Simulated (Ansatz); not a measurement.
**Convergence of a linear-scaling basis for glassy 67SiO2-33BaO (mol %) (131 atoms)**

Wanted: errors and times of a linear-scaling basis for glassy 67SiO2-33BaO (mol %) (131 atoms). A setting counts as converged where the r.m.s. difference of forces stays under 1 % of the r.m.s. force.

Calculated with Ansatz 0.2.0; Kohn-Sham DFT, PBE, PAW (set soft_2), plane waves.

Most raw output is cut from this account.

## 1. The starting structure

The cell holds 131 atoms: 33 Si, 16 Ba and 82 O. Cell: a = 12.713 Å, b = 12.713 Å, c = 12.713 Å, α = 90.0°, β = 90.0°, γ = 90.0°. 131 atoms (33 Si, 16 Ba, 82 O) placed at random at 3.48 g/cm³, melted at 4000 K for 10 ps at fixed volume with the Morse and Coulomb pair potential with partial charges (Pedone, Malavasi, Menziani, Cormack and Segre, J. Phys. Chem. B 110, 11780 (2006)). Quenched from 4000 K to 300 K at 50 K/ps and fixed volume, held 10 ps at zero pressure, then minimised at fixed cell.

What the set-up can't give: The quench rate of 50 K/ps is orders of magnitude faster than experiment, which tends to freeze in extra defects. The network of bonds at the start is that of the classical potential that made the cell, and needn't be the one that DFT or experiment would give. Sampling is at Γ alone, for a cell whose shortest periodic width is 13 Å. The levels lack spin–orbit coupling, which is large for the heavy elements here.

## 2. Plane-wave single point

The first run fixes the reference, at a cutoff of 420 eV.

Input file input.yaml:

```yaml
crystal:
  lattice:
    - [12.71338, 0.0, 0.0]
    - [0.0, 12.71338, 0.0]
    - [0.0, 0.0, 12.71338]
  atoms:
    - { symbol: Si, position: [0.67203, 0.29873, 0.71087] }
    - { symbol: Si, position: [0.19271, 0.08804, 0.99375] }
    - { symbol: Si, position: [0.4733, 0.22008, 0.56967] }
    - { symbol: Si, position: [0.85672, 0.83238, 0.35186] }
    - { symbol: Si, position: [0.48032, 0.10079, 0.97141] }
    - { symbol: Si, position: [0.78712, 0.45154, 0.46458] }
    - { symbol: Si, position: [0.45631, 0.85217, 0.48543] }
    - { symbol: Si, position: [0.0203, 0.9409, 0.10388] }
    - { symbol: Si, position: [0.66278, 0.52421, 0.81867] }
    - { symbol: Si, position: [0.01571, 0.37406, 0.76419] }
    - { symbol: Si, position: [0.22397, 0.50856, 0.79119] }
    - { symbol: Si, position: [0.65709, 0.08279, 0.81192] }
    - { symbol: Si, position: [0.47495, 0.00651, 0.67938] }
    - { symbol: Si, position: [0.85571, 0.22145, 0.16692] }
    - { symbol: Si, position: [0.96245, 0.55623, 0.59784] }
    - { symbol: Si, position: [0.72014, 0.75892, 0.80053] }
    - { symbol: Si, position: [0.09593, 0.93666, 0.67581] }
    - { symbol: Si, position: [0.08406, 0.53689, 0.23842] }
    - { symbol: Si, position: [0.93157, 0.05404, 0.31371] }
    - { symbol: Si, position: [0.56586, 0.28558, 0.12373] }
    - { symbol: Si, position: [0.8407, 0.46664, 0.22569] }
    - { symbol: Si, position: [0.40528, 0.61793, 0.44832] }
    - { symbol: Si, position: [0.14206, 0.13476, 0.4202] }
    - { symbol: Si, position: [0.43101, 0.92213, 0.13891] }
    - { symbol: Si, position: [0.81932, 0.22577, 0.53727] }
    - { symbol: Si, position: [0.96111, 0.74389, 0.76845] }
    - { symbol: Si, position: [0.20258, 0.37819, 0.38775] }
    - { symbol: Si, position: [0.08488, 0.78306, 0.27191] }
    - { symbol: Si, position: [0.29508, 0.928, 0.82572] }
    - { symbol: Si, position: [0.66792, 0.49857, 0.05742] }
    - { symbol: Si, position: [0.32174, 0.42447, 0.58325] }
    - { symbol: Si, position: [0.03615, 0.16102, 0.62894] }
    [... 93 atom lines left out ...]
    - { symbol: O, position: [0.35403, 0.89076, 0.41953] }
    - { symbol: O, position: [0.67086, 0.45301, 0.50325] }
    - { symbol: O, position: [0.97064, 0.21601, 0.11862] }
    - { symbol: O, position: [0.407, 0.96538, 0.77652] }
    - { symbol: O, position: [0.12968, 0.16454, 0.91622] }
    - { symbol: O, position: [0.65848, 0.21075, 0.80345] }
kpoints:
  mp_grid: { grid: [1, 1, 1] }
hamiltonian:
  xc: pbe
scf:
  occupations: { method: fixed }
output:
  forces: true
  stress: true
  populations: true
  dos:
    method: { smearing: { sigma: 0.1 } }
    de: 0.1
    projected: { site_lists: { Ba: [Ba], O: [O], Si: [Si] } }
  eigenvalues: true
  write_density: true
  write_potential: true
  volumetric_format: npy
  elf: true
```

On the command line:

```console
ansatz run input.yaml --threads 8 --pin off --max-ram 15872MiB --backend cpu --events-out ev --progress --plain --runs-dir out
```

The job ended after 30 s (8 threads of Arm Neoverse V2, shared host; peak memory 3.1 GiB; 3.9 min of CPU time).

The run gave:

```
free energy                                      : -162862.1002 eV
free energy per atom                             : -1243.2221 eV/atom
SCF cycles                                       : 9
pressure                                         : 4.441 GPa
r.m.s. force component                           : 0.9708 eV/Å
longest force                                    : 3.409 eV/Å
Fermi energy                                     : 5.52 eV
gap (highest filled to lowest empty level) : 2.766 eV
spilling of the projection                       : 0.01449
```

The r.m.s. force component of 0.97 eV/Å sets the scale for the differences below.

## 3. Support functions low

The cell is solved in localised support functions.

This step: Kohn-Sham DFT, PBE, PAW (set soft_2), localised support functions (low) (Ansatz 0.2.0).

input.yaml, the sections that differ from step 2:

```yaml
scf:
  occupations: { method: fixed }
  eigensolver: { kind: { support_functions: { accuracy: low } } }
  max_iter: 150
output:
  forces: true
  eigenvalues: true
# crystal, kpoints, hamiltonian: as in step 2
```

It took 98 s on 8 threads; peak memory 5.2 GiB; 13 min of CPU time.

The program notes that the band table was not solved further than the SCF left it and it switched symmetry off.

Keys that differ from the reference: support_functions.accuracy = "low" and scf.max_iter = 150.

Forces differ from the reference by 0.83 meV/Å r.m.s., 0.085 % of their size, well within a tolerance of 1 %; the energy by -4.6 meV/atom. It took 98 s and 14 cycles; the reference's time can't be set against it, since the two runs asked for unlike analyses.

## 4. Support functions medium

The cell is solved in localised support functions. Besides, the program derives a nominal cutoff of 464 eV for this run, against the reference's 420.

This step: Kohn-Sham DFT, PBE, PAW (set soft_2), localised support functions (medium) (Ansatz 0.2.0).

input.yaml, the sections that differ from step 3:

```yaml
scf:
  occupations: { method: fixed }
  eigensolver: { kind: { support_functions: { accuracy: medium } } }
  max_iter: 150
# crystal, kpoints, hamiltonian, output: as in step 3
```

The job ended after 1.8 min (8 threads; peak memory 5.2 GiB; 14 min of CPU time).

Keys that differ from the reference: support_functions.accuracy = "medium" and scf.max_iter = 150.

Forces differ from the reference by 0.69 meV/Å r.m.s., 0.071 % of their size, well within a tolerance of 1 %; the energy by -4.6 meV/atom. It took 1.8 min and 15 cycles; the reference's time can't be set against it, since the two runs asked for unlike analyses.

## 5. Support functions medium, radius 3.03 Å

The radius confines each support function; a larger one gives more freedom and more work per atom.

input.yaml, the sections that differ from step 4:

```yaml
scf:
  occupations: { method: fixed }
  eigensolver: { kind: { support_functions: { accuracy: medium, radius: 3.03 } } }
  max_iter: 150
# crystal, kpoints, hamiltonian, output: as in step 4
```

It took 2.9 s on 8 threads; peak memory 0.41 GiB; 13 s of CPU time.

The program refuses radii under 3.60 Å for these atoms at this level.

## 6. Support functions medium, radius 3.33 Å

input.yaml, the sections that differ from step 5:

```yaml
scf:
  occupations: { method: fixed }
  eigensolver: { kind: { support_functions: { accuracy: medium, radius: 3.33 } } }
  max_iter: 150
# crystal, kpoints, hamiltonian, output: as in step 5
```

Elapsed: 2.9 s, on 8 threads; peak memory 0.41 GiB; 13 s of CPU time.

The program refuses radii under 3.60 Å for these atoms at this level.

## 7. Support functions medium, radius 3.56 Å

input.yaml, the sections that differ from step 6:

```yaml
scf:
  occupations: { method: fixed }
  eigensolver: { kind: { support_functions: { accuracy: medium, radius: 3.56 } } }
  max_iter: 150
# crystal, kpoints, hamiltonian, output: as in step 6
```

Run time: 2.9 s. Hardware: 8 threads; peak memory 0.41 GiB; 13 s of CPU time.

The program refuses radii under 3.60 Å for these atoms at this level.

Runs without a result: support functions medium, radius 3.03 Å (error); support functions medium, radius 3.33 Å (error); support functions medium, radius 3.56 Å (error).

## 8. All settings compared

Differences are against the plane-wave reference (Kohn-Sham DFT, PBE, PAW (set soft_2), plane waves), whose r.m.s. force component is 0.971 eV/Å. Energies are set beside the reference only for runs with its functional, potentials and electron count. Times are for 8 threads of Arm Neoverse V2, shared host. The reference's time includes the DOS, ELF, the stress and grids, which some other runs skip.

```
                     run  Δ force, r.m.s. (meV/Å)  share of r.m.s. force (%)  Δ energy (meV/atom)  Δ gap (eV)  cycles     time  host memory (GiB)
               reference                        -                          -                    -           -       9     30 s                3.1
   support functions low                    0.828                     0.0853                -4.60     -0.0047      14     98 s                5.2
support functions medium                    0.695                     0.0715                -4.60     -0.0037      15  1.8 min                5.2
```

## 9. The reference in detail

With the settings judged, the reference run is read for its physics.

Neighbours are counted within 2.08 Å (O-Si), 3.33 Å (O-Ba), cutoffs set anew for this text.

Length of the force by element and coordination:

```
element  coordination  atoms  mean length of the force (eV/Å)  spread  least   most
     Ba           all     16                            0.877   0.303  0.409   1.48
     Ba             5      3                             1.14   0.301  0.746   1.48
     Ba             6      5                            0.979   0.261  0.744   1.33
     Ba             7      4                            0.669   0.190  0.409  0.872
     Ba             8      2                            0.557   0.143  0.414    0.7
     Ba             9      2                            0.966  0.0949  0.871   1.06
      O           all     82                             1.68   0.800  0.481   3.41
      O             2     29                             1.13   0.580  0.481   2.74
      O             3     33                             1.93   0.767  0.655   3.41
      O             4     18                             2.02   0.716  0.492   3.11
      O             5      2                             2.28   0.445   1.84   2.73
     Si           all     33                             1.41   0.506  0.436   2.50
```

Löwdin charges by element and coordination (they lack the spilled electrons, 0.087 e an atom on average):

```csv
element,coordination,atoms,mean charge (e),spread,least,most
Ba,all,16,1.83,0.0207,1.79,1.86
Ba,5,3,1.83,0.0211,1.82,1.86
Ba,6,5,1.82,0.015,1.79,1.83
Ba,7,4,1.82,0.0197,1.80,1.84
Ba,8,2,1.84,0.0038,1.84,1.85
Ba,9,2,1.85,0.0128,1.84,1.86
O,all,82,-0.900,0.102,-1.08,-0.782
O,2,29,-0.824,0.0525,-0.984,-0.782
O,3,33,-0.916,0.0938,-1.05,-0.809
O,4,18,-0.972,0.092,-1.07,-0.826
O,5,2,-1.07,0.0128,-1.08,-1.05
Si,all,33,1.69,0.0567,1.58,1.79
```

Density of states as counts of states in windows of 1 eV (from the Fermi level), total and the larger projections:

```csv
from (eV),to (eV),total,O p,Si p,O s,Ba p
-18,-17,42.1,0.8,5.6,33.0,0.5
-17,-16,12.9,0.3,1.7,10.0,0.1
-16,-15,2.1,0.0,0.3,1.7,0.0
-15,-13,0.0,0.0,0.0,0.0,0.0
-13,-12,38.3,1.0,0.2,0.3,36.5
-12,-11,47.8,2.9,0.3,0.5,43.4
-11,-10,22.1,7.0,0.6,0.6,11.6
-10,-9,15.5,10.6,1.3,0.8,0.2
-9,-8,22.3,16.0,2.8,0.9,0.1
-8,-7,32.8,24.9,5.8,0.5,0.1
-7,-6,17.2,13.4,3.3,0.1,0.1
-6,-5,37.3,30.2,3.6,2.1,0.2
-5,-4,81.1,69.1,5.5,3.1,0.5
-4,-3,85.9,77.4,3.1,1.7,0.5
-3,-2,86.9,80.4,2.1,0.9,0.6
-2,-1,76.7,72.1,1.4,0.4,0.5
-1,0,22.2,20.9,0.5,0.1,0.1
0,1,1.9,1.8,0.1,0.0,0.0
1,2,0.0,0.0,0.0,0.0,0.0
2,3,2.1,0.1,0.0,0.2,0.0
3,4,15.6,0.5,0.5,0.5,0.0
4,5,39.0,1.6,3.2,1.8,0.1
```

With fixed occupations the program's Fermi level is the highest filled level; weight inside the gap is the broadening of levels at its edges.

Between -26 and -18 eV lie 112 more states.

About 29 of the 784 electrons lie in deeper levels, below the stored range.

The levels nearest the highest filled one (over half full), pooled over k-points and spins:

```
level less the highest filled one (eV)  occupation
                                -0.651           2
                                -0.557           2
                                -0.371           2
                                -0.174           2
                                -0.124           2
                                     0           2
                                  2.77           0
                                  3.06           0
                                  3.20           0
                                  3.47           0
                                  3.49           0
                                  3.60           0
```

Electrostatic potential energy in the ab plane at fractional z = 0.376, with atoms of Si and Ba and O within 0.2 Å of it. With pseudopotentials it is smooth inside the atoms' cores, unlike the true potential.

Values in eV, 13 rows by 16 columns, each cell a mean:
```
 10  11   9  -5 -29  -6   8   9   9   5   2   6   8 -25 -18   8
 10  10   9   3  -7  -9   3   9   3   1  10   9   4 -20 -12   7
  0   6   7   9  10  10   9   8   8   7   9  10   4 -24 -16 -12
 10   7   8  10  10   9   9   9   9   7   6   9  10   8   8  10
 11  11  10  11 -16 -22   1  -3  -7   8   7   8  10  11  11  11
 11  11  11  11   7   3   3 -10 -19   9   9  10   9  10  11  11
 11  10   7   7  10  11   9   5   0   4   9   9 -15  -4  10  11
 11   8 -12 -27  -8  -7   8 -14 -32 -20   5   8   3   6  10  11
 11   8 -12 -26  -4   1   8 -10 -28 -16   6  10  10  11  11  11
 11   9 -27 -16   8   8   8   7   5   7   9  10  11  11  11  11
  8   1 -18  -1   7   6   7   9   9   7   6   9  11  11  10  10
-31 -16 -22 -13   2   8   8   9   6 -13 -23  -3   9   9   1  -3
 -3   6   5 -26 -13   6   9   9   4 -19 -29  -7   8   1  -7  -4
```
Columns run along a (12.7 Å; values clipped at the 3rd and 97th percentile), rows up along b (12.7 Å). Atoms in or near the plane, at fractional coordinates: Si at (0.20, 0.38), Ba at (0.53, 0.38), O at (0.86, 0.96), O at (0.17, 0.25), O at (0.50, 0.60), O at (0.31, 0.64), O at (0.03, 0.10), O at (0.23, 0.05).

[end of part 1 of 2]

[Logs are printed without paths, hosts, clocks, repeated set-up lines and the standing remarks that a program may print on its own settings, such as how far it seeks lower states.]

[Hosts, paths, dates, database ids (printed as entryN), source tags and the programs' standing remarks are cut or masked in the printed files.]
